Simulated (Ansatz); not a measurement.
## Band gap of KMgF3 (Pm-3m) from density functionals to GW

Aim: the gap of KMgF3 (Pm-3m) at several levels of theory on one structure, with the time that each takes.

Calculated with Ansatz 0.2.0; density functionals, hybrids and G0W0, plane waves, PAW.

Most raw output is cut from this account.

In doubt: masses and optical values from hybrid runs of this build are listed as unsure (steps 9, 10), which bears on the screening that GW takes from such a start.

## Step 1: The structure

Symmetry: Pm-3m, No. 221, cubic system. The conventional cell has a = 3.986 Å, b = 3.986 Å, c = 3.986 Å, α = 90.00°, β = 90.00°, γ = 90.00°. K has 12 F at 2.82 Å nearest. Nearest to Mg lie 6 F at 1.99 Å. F has 2 Mg at 1.99 Å and 4 K at 2.82 Å nearest. Farther neighbours and most contacts between anions are not listed.

The cell and positions come from the Crystallography Open Database and are kept as given unless a step says otherwise. The default PAW set here is soft_2. Its files were made with PBE.

## Step 2: LDA on the 6×6×6 mesh

This step: DFT, LDA, plane waves, PAW.

Contents of input.yaml:

```yaml
crystal:
  lattice:
    - [3.9859, 0.0, 0.0]
    - [0.0, 3.9859, 0.0]
    - [0.0, 0.0, 3.9859]
  atoms:
    - { symbol: K, position: [0.5, 0.5, 0.5] }
    - { symbol: Mg, position: [0.0, 0.0, 0.0] }
    - { symbol: F, position: [0.5, 0.0, 0.0] }
    - { symbol: F, position: [0.0, 0.5, 0.0] }
    - { symbol: F, position: [0.0, 0.0, 0.5] }
kpoints:
  mp_grid: { grid: [6, 6, 6] }
  band_path:
    path: [[0.0, 0.0, 0.0], [0.0, 0.5, 0.0], [0.5, 0.5, 0.0], [0.5, 0.5, 0.5]]
    npoints: 1
hamiltonian:
  xc: lda
scf:
  occupations: { method: fixed }
  n_extra_bands: 5
output:
  forces: true
  stress: true
  eigenvalues: true
```

On the command line:

```sh
$ ansatz run input.yaml --threads 3 --pin off --max-ram 64512MiB --backend cuda --events-out ev --progress --plain --runs-dir out --devices 1 --max-vram 24GiB  # rebuilt from the run's record
```

The job ended after 4.7 s (1 × NVIDIA H100 80GB HBM3 (shared by 3 runs) with 3 threads of AMD EPYC 7R13 (Zen 3), shared host; peak memory 0.93 GiB; 4.7 s of CPU time).

Numbers from this step:

- pressure: -4.465 GPa
- gap: 6.983 eV
- valence top at: R
- conduction bottom at: Γ
- least direct gap: 7.309 eV

Over mesh and listed points the gap is 6.983 eV, from k = (0.500, 0.500, 0.500) to k = Γ. The least direct gap found is 7.309 eV, at k = Γ. The pressure in this cell is -4 GPa; the cell is kept.

## Step 3: PBE on the 6×6×6 mesh

Levels along a band path and on the mesh show where this functional puts the band edges.

This step: DFT, PBE, plane waves, PAW.

Edit input.yaml of step 2 so:

```diff
@@ -14,8 +14,10 @@
   band_path:
-    path: [[0.0, 0.0, 0.0], [0.0, 0.5, 0.0], [0.5, 0.5, 0.0], [0.5, 0.5, 0.5]]
-    npoints: 1
+    path:
+      - [[0.0, 0.0, 0.0], [0.0, 0.5, 0.0], [0.5, 0.5, 0.0], [0.0, 0.0, 0.0], [0.5, 0.5, 0.5], [0.0, 0.5, 0.0]]
+      - [[0.5, 0.5, 0.5], [0.5, 0.5, 0.0]]
+    npoints: 10
 hamiltonian:
-  xc: lda
+  xc: pbe
 scf:
-  occupations: { method: fixed }
+  occupations: { method: fermi_dirac, width: 0.02 }
   n_extra_bands: 5
@@ -25 +27,5 @@
   eigenvalues: true
+  write_density: true
+  write_potential: true
+  elf: true
+  volumetric_format: npy
```

The job ended after 3.2 s (1 × NVIDIA H100 80GB HBM3 (shared by 3 runs) with 3 threads; peak memory 0.96 GiB; 3.1 s of CPU time).

This step gave:

| Property | Result |
| --- | --- |
| pressure | 3.784 GPa |
| filled bands | 20 |
| gap | 7.334 eV |
| valence top at | R |
| conduction bottom at | Γ |
| least direct gap | 7.655 eV |

Over mesh and path the gap is 7.334 eV, from k = (0.500, 0.500, 0.500) to k = Γ. The least direct gap found is 7.655 eV, at k = Γ. PBE against LDA: 7.334 − 6.983 = +0.351 eV, with the same mesh, files and cutoff, and both edges at the same k points.

## Step 4: r2SCAN on the 6×6×6 mesh

r2SCAN is a meta-GGA: it depends on the kinetic-energy density as well as on the density and its gradient.

This step: DFT, r2SCAN, plane waves, PAW.

input.yaml, the sections that differ from step 3:

```yaml
kpoints:
  mp_grid: { grid: [6, 6, 6] }
  band_path:
    path: [[0.0, 0.0, 0.0], [0.0, 0.5, 0.0], [0.5, 0.5, 0.0], [0.5, 0.5, 0.5]]
    npoints: 1
hamiltonian:
  xc: r2scan
scf:
  occupations: { method: fixed }
  n_extra_bands: 5
# crystal, output: as in step 3
```

Elapsed: 4.5 s, on 1 × NVIDIA H100 80GB HBM3 (shared by 3 runs) with 3 threads; peak memory 1 GiB.

Numbers from this step:

* pressure: -0.2924 GPa
* gap: 8.269 eV
* valence top at: R
* conduction bottom at: Γ
* least direct gap: 8.583 eV

Over mesh and listed points the gap is 8.269 eV, from k = (0.500, 0.500, 0.500) to k = Γ. The least direct gap found is 8.583 eV, at k = Γ. r2SCAN against PBE: 8.269 − 7.334 = +0.935 eV. The runs also differ in plane-wave cutoff (420 eV and 500 eV), so how much of this comes from the functional alone is not known.

## Step 5: HSE06 on the 4×4×4 mesh

HSE06 mixes in a quarter of exact exchange at short range.

This step: DFT, HSE06, plane waves, PAW.

Edit input.yaml of step 4 so:

```diff
@@ -12,3 +12,3 @@
 kpoints:
-  mp_grid: { grid: [6, 6, 6] }
+  mp_grid: { grid: [4, 4, 4] }
   band_path:
@@ -17,3 +17,3 @@
 hamiltonian:
-  xc: r2scan
+  xc: hse06
 scf:
```

Wall time 12 s (1 × NVIDIA H100 80GB HBM3 (shared by 3 runs) with 3 threads); peak memory 1.6 GiB; 15 s of CPU time.

This step gave:

* gap: 9.576 eV
* valence top at: R
* conduction bottom at: Γ
* least direct gap: 9.880 eV
* exact-exchange fraction: 0.25

Over mesh and listed points the gap is 9.576 eV, from k = (0.500, 0.500, 0.500) to k = Γ. The least direct gap found is 9.880 eV, at k = Γ. HSE06 against PBE: 9.576 − 7.334 = +2.242 eV. The runs also differ in mesh (6×6×6 and 4×4×4), so how much of this comes from the functional alone is not known. The program's warnings for this run: stress exchange threshold loose; stress scf threshold loose.

## Step 6: PBE0 on the 4×4×4 mesh

PBE0 mixes in a quarter of exact exchange at all distances.

This step: DFT, PBE0, plane waves, PAW.

Edit input.yaml of step 5 so:

```diff
@@ -17,3 +17,3 @@
 hamiltonian:
-  xc: hse06
+  xc: pbe0
 scf:
@@ -25,5 +25 @@
   eigenvalues: true
-  write_density: true
-  write_potential: true
-  elf: true
-  volumetric_format: npy
```

Run time: 16 s. Hardware: 1 × NVIDIA H100 80GB HBM3 (shared by 3 runs) with 3 threads; peak memory 1.6 GiB; 22 s of CPU time.

Numbers from this step:

* gap: 10.34 eV
* valence top at: R
* conduction bottom at: Γ
* least direct gap: 10.64 eV
* exact-exchange fraction: 0.25

Over mesh and listed points the gap is 10.340 eV, from k = (0.500, 0.500, 0.500) to k = Γ. The least direct gap found is 10.642 eV, at k = Γ. PBE0 against HSE06: 10.340 − 9.576 = +0.764 eV, with the same mesh, files and cutoff, and both edges at the same k points. The program's warnings for this run: stress exchange threshold loose; stress scf threshold loose.

## Step 7: DDH-PBE0 on the 4×4×4 mesh

The input asks for a share of exact exchange of one over the crystal's ε∞, which the program works out first.

This step: DFT, dielectric-dependent PBE0 (fraction 1/eps_inf of PBE), plane waves, PAW.

Edit input.yaml of step 6 so:

```diff
@@ -11,2 +11,3 @@
     - { symbol: F, position: [0.0, 0.0, 0.5] }
+  host: atoms
 kpoints:
@@ -17,3 +18,6 @@
 hamiltonian:
-  xc: pbe0
+  xc:
+    exchange: pbe
+    correlation: pbe
+    exx: { coeff: inverse_dielectric }
 scf:
@@ -25 +29,5 @@
   eigenvalues: true
+  write_density: true
+  write_potential: true
+  elf: true
+  volumetric_format: npy
```

It took 21 s on 1 × NVIDIA H100 80GB HBM3 (shared by 3 runs) with 3 threads; peak memory 1.8 GiB; 30 s of CPU time.

This step gave:

- gap: 13.14 eV
- valence top at: R
- conduction bottom at: Γ
- least direct gap: 13.43 eV
- exact-exchange fraction: 0.4774

Over mesh and listed points the gap is 13.142 eV, from k = (0.500, 0.500, 0.500) to k = Γ. The least direct gap found is 13.426 eV, at k = Γ. DDH-PBE0 against PBE0: 13.142 − 10.340 = +2.802 eV, with the same mesh, files and cutoff, and both edges at the same k points. The program's warnings for this run: stress exchange threshold loose; stress scf threshold loose.

## Step 8: G0W0@PBE, 4×4×4 mesh, 406 empty bands, screening to 200 eV

G0W0 replaces the xc potential by a self-energy built once from the orbitals of the start. Levels are corrected in the window of bands that the input names, at points of the mesh.

This step: G0W0 on PBE, plane waves, PAW.

Contents of input.yaml:

```yaml
crystal:
  lattice:
    - [3.9859, 0.0, 0.0]
    - [0.0, 3.9859, 0.0]
    - [0.0, 0.0, 3.9859]
  atoms:
    - { symbol: K, position: [0.5, 0.5, 0.5] }
    - { symbol: Mg, position: [0.0, 0.0, 0.0] }
    - { symbol: F, position: [0.5, 0.0, 0.0] }
    - { symbol: F, position: [0.0, 0.5, 0.0] }
    - { symbol: F, position: [0.0, 0.0, 0.5] }
kpoints:
  mp_grid: { grid: [4, 4, 4] }
hamiltonian:
  xc: pbe
scf:
  occupations: { method: fixed }
gw:
  n_empty_bands: 406
  ecut_chi: 200.0
  qp_bands: [v2, c2]
  qp_kpoints: band_edges
  screening: { model: contour_deformation }
```

Run time: 8.3 s. Hardware: 1 × NVIDIA H100 80GB HBM3 (shared by 3 runs) with 3 threads; peak memory 1.4 GiB.

Numbers from this step:

```
bands summed                                    : 426
RPA ε∞ on this mesh (eigenvalues)               : 2.007, 2.007, 2.007
plane waves in the screening matrix             : 437
G0W0 gap over the corrected points              : 11.36 eV
k of the valence top                            : -0.5, -0.5, -0.5
k of the conduction bottom                      : 0, 0, 0
starting gap on the mesh                        : 7.334 eV
Z at the valence top                            : 0.8076
Z at the conduction bottom                      : 0.8898
least direct G0W0 gap over the corrected points : 11.69 eV
```

Over all 10 irreducible mesh points the G0W0 gap is 11.356 eV, from k = (-0.500, -0.500, -0.500) to k = Γ. The PBE gap of this run on the mesh is 7.334 eV. The two states that bound the G0W0 gap lie that far apart at the start, so the correction of the gap is 11.356 − 7.334 = +4.022 eV.

## Step 9: G0W0@HSE06, 4×4×4 mesh, 406 empty bands, screening to 200 eV

This step: G0W0 on HSE06, plane waves, PAW.

Edit input.yaml of step 8 so:

```diff
@@ -14,3 +14,3 @@
 hamiltonian:
-  xc: pbe
+  xc: hse06
 scf:
```

The job ended after 32 s (1 × NVIDIA H100 80GB HBM3 (shared by 3 runs) with 3 threads; peak memory 1.6 GiB).

Numbers from this step:

* bands summed: 426
* RPA ε∞ on this mesh (eigenvalues): 1.830, 1.830, 1.830
* plane waves in the screening matrix: 437
* G0W0 gap over the corrected points: 12.31 eV
* k of the valence top: -0.5, -0.5, -0.5
* k of the conduction bottom: 0, 0, 0
* starting gap on the mesh: 9.576 eV
* Z at the valence top: 0.8377
* Z at the conduction bottom: 0.9083
* least direct G0W0 gap over the corrected points: 12.64 eV

Over all 10 irreducible mesh points the G0W0 gap is 12.315 eV, from k = (-0.500, -0.500, -0.500) to k = Γ. The HSE06 gap of this run on the mesh is 9.576 eV. The two states that bound the G0W0 gap lie that far apart at the start, so the correction of the gap is 12.315 − 9.576 = +2.739 eV. G0W0@HSE06 against G0W0@PBE with 426 bands: 12.315 − 11.356 = +0.959 eV, with the same mesh, files and cutoffs, and both edges at the same k points.

## Step 10: G0W0@PBE0, 4×4×4 mesh, 406 empty bands, screening to 200 eV

This step: G0W0 on PBE0, plane waves, PAW.

Edit input.yaml of step 9 so:

```diff
@@ -14,3 +14,3 @@
 hamiltonian:
-  xc: hse06
+  xc: pbe0
 scf:
```

The job ended after 39 s (1 × NVIDIA H100 80GB HBM3 (shared by 3 runs) with 3 threads; peak memory 1.6 GiB).

This step gave:

- bands summed: 426
- RPA ε∞ on this mesh (eigenvalues): 1.800, 1.800, 1.800
- plane waves in the screening matrix: 437
- G0W0 gap over the corrected points: 12.53 eV
- k of the valence top: -0.5, -0.5, -0.5
- k of the conduction bottom: 0, 0, 0
- starting gap on the mesh: 10.34 eV
- Z at the valence top: 0.8442
- Z at the conduction bottom: 0.9121
- least direct G0W0 gap over the corrected points: 12.85 eV

Over all 10 irreducible mesh points the G0W0 gap is 12.527 eV, from k = (-0.500, -0.500, -0.500) to k = Γ. The PBE0 gap of this run on the mesh is 10.340 eV. The two states that bound the G0W0 gap lie that far apart at the start, so the correction of the gap is 12.527 − 10.340 = +2.187 eV. G0W0@PBE0 against G0W0@HSE06 with 426 bands: 12.527 − 12.315 = +0.212 eV, with the same mesh, files and cutoffs, and both edges at the same k points.

## Step 11: Gap and time by level

Each gap is the least one over the points named; times are wall times on shared hosts, not benchmarks. A G0W0 time includes the run's own self-consistent start. Runs with listed points see these and the mesh alone, so an edge that moves elsewhere is missed. Rows marked * are further runs, not shown as steps, whose inputs differ from the G0W0 step on the same start in the columns given; solver thresholds can differ too. Symmetry makes (0.500, 0.500, 0.500) and (-0.500, -0.500, -0.500) one point.

```tsv
level	mesh	files, cutoff	bands summed, screening	points	gap (eV)	valence top	conduction bottom	least direct gap (eV)	time
LDA	6×6×6	soft_2 PAW, 420 eV	-	mesh and listed points	6.983	(0.500, 0.500, 0.500)	Γ	7.309	4.7 s
PBE	6×6×6	soft_2 PAW, 420 eV	-	mesh and path	7.334	(0.500, 0.500, 0.500)	Γ	7.655	3.2 s
r2SCAN	6×6×6	soft_2 PAW, 500 eV	-	mesh and listed points	8.269	(0.500, 0.500, 0.500)	Γ	8.583	4.5 s
HSE06	4×4×4	soft_2 PAW, 420 eV	-	mesh and listed points	9.576	(0.500, 0.500, 0.500)	Γ	9.880	12 s
PBE0	4×4×4	soft_2 PAW, 420 eV	-	mesh and listed points	10.340	(0.500, 0.500, 0.500)	Γ	10.642	16 s
DDH-PBE0	4×4×4	soft_2 PAW, 420 eV	-	mesh and listed points	13.142	(0.500, 0.500, 0.500)	Γ	13.426	21 s
G0W0@PBE*	4×4×4	soft_2 PAW, 420 eV	163, 100 eV	all 10 irreducible mesh points	11.145	(-0.500, -0.500, -0.500)	Γ	11.476	5.4 s
G0W0@PBE	4×4×4	soft_2 PAW, 420 eV	426, 200 eV	all 10 irreducible mesh points	11.356	(-0.500, -0.500, -0.500)	Γ	11.692	8.3 s
G0W0@HSE06	4×4×4	soft_2 PAW, 420 eV	426, 200 eV	all 10 irreducible mesh points	12.315	(-0.500, -0.500, -0.500)	Γ	12.643	32 s
G0W0@PBE0	4×4×4	soft_2 PAW, 420 eV	426, 200 eV	all 10 irreducible mesh points	12.527	(-0.500, -0.500, -0.500)	Γ	12.853	39 s
```

## Step 12: Outcome

```yaml
lda_over_mesh_and_listed_points: 6.983 eV
pbe_over_mesh_and_path: 7.334 eV
r2scan_over_mesh_and_listed_points: 8.269 eV
hse06_over_mesh_and_listed_points: 9.576 eV
pbe0_over_mesh_and_listed_points: 10.340 eV
ddh_pbe0_over_mesh_and_listed_points: 13.142 eV
g0w0_pbe_426_bands_4x4x4_over_all_10_irreducible_mesh_points: 11.356 eV
g0w0_hse06_over_all_10_irreducible_mesh_points: 12.315 eV
g0w0_pbe0_over_all_10_irreducible_mesh_points: 12.527 eV
known_limits: finite bands, screening cutoff and k mesh; no spin-orbit coupling in G0W0
```

In words: The rows run from 6.983 eV (LDA) to 13.142 eV (DDH-PBE0). They differ in mesh, plane-wave cutoff, bands and screening cutoff of G0W0 and the points over which the gap was sought as well as in level, so only pairs that share these are like for like. PBE against LDA: 7.334 − 6.983 = +0.351 eV, with the same mesh, files and cutoff, and both edges at the same k points. PBE0 against HSE06: 10.340 − 9.576 = +0.764 eV, with the same mesh, files and cutoff, and both edges at the same k points. DDH-PBE0 against PBE0: 13.142 − 10.340 = +2.802 eV, with the same mesh, files and cutoff, and both edges at the same k points. G0W0@HSE06 against G0W0@PBE with 426 bands: 12.315 − 11.356 = +0.959 eV, with the same mesh, files and cutoffs, and both edges at the same k points. G0W0@PBE0 against G0W0@HSE06 with 426 bands: 12.527 − 12.315 = +0.212 eV, with the same mesh, files and cutoffs, and both edges at the same k points. The dielectric-dependent hybrid took 0.477 of exact exchange, against 0.25 in PBE0. G0W0@PBE (426 bands, 4×4×4) moves the gap of its own start on the mesh by 11.356 − 7.334 = +4.022 eV, between the same two levels. Both edges that PBE shows over mesh and path lie at k points where levels were corrected. Levels at other points were not corrected, so a lower G0W0 gap elsewhere in the zone is not ruled out. G0W0@HSE06 moves the gap of its own start on the mesh by 12.315 − 9.576 = +2.739 eV, between the same two levels. Both edges that HSE06 shows over mesh and listed points lie at k points where levels were corrected. Levels at other points were not corrected, so a lower G0W0 gap elsewhere in the zone is not ruled out. G0W0@PBE0 moves the gap of its own start on the mesh by 12.527 − 10.340 = +2.187 eV, between the same two levels. Both edges that PBE0 shows over mesh and listed points lie at k points where levels were corrected. Levels at other points were not corrected, so a lower G0W0 gap elsewhere in the zone is not ruled out. For G0W0@PBE: from 163 bands and 100 eV to 426 bands and 200 eV the gap moves by 11.356 − 11.145 = +0.211 eV; bands and screening cutoff rise together, so their parts are not told apart. Two runs can't test a law of convergence, so the limit is not known. The other G0W0 rows are shown at one basis each (426 bands), so their distance from the limit is not known here. The G0W0 runs are scalar-relativistic. This is the ideal cubic cell; tilts or off-centring, which many perovskites show locally, are not in it. No pair of G0W0 runs that differ in the mesh alone is shown (4×4×4 is a supercell whose nearest images lie 16 Å apart), so the error from the mesh is not known here. G0W0 is shown with one set of atomic data (soft_2 PAW), so the error from the files is not known here.

[Paths, hosts, dates, memory and timing lines, banners, echoed tables and standing remarks are left out of the program output.]

[Logs are printed without paths, hosts, clocks, repeated set-up lines and the standing remarks that a program may print on its own settings, such as how far it seeks lower states.]

[Runs of the session that timed out or met a known fault of the program may be left out.]

[Cells called generated may have been cut or substituted from an entry of the Crystallography Open Database or the Materials Project.]

[Hosts, paths, dates, database ids (printed as entryN), source tags and the programs' standing remarks are cut or masked in the printed files.]

[Where an RPA ε∞ is given, it is that of the G0W0 mesh and is not shown converged in it. Names of k-points follow the symmetry that the program found, which can be lower than the space group named. Band edges on a path are those of the sampled points; other points can move an edge, and change direct to indirect where valleys lie close.]

[Hybrid gaps are those of their k-mesh and are not shown converged in it.]
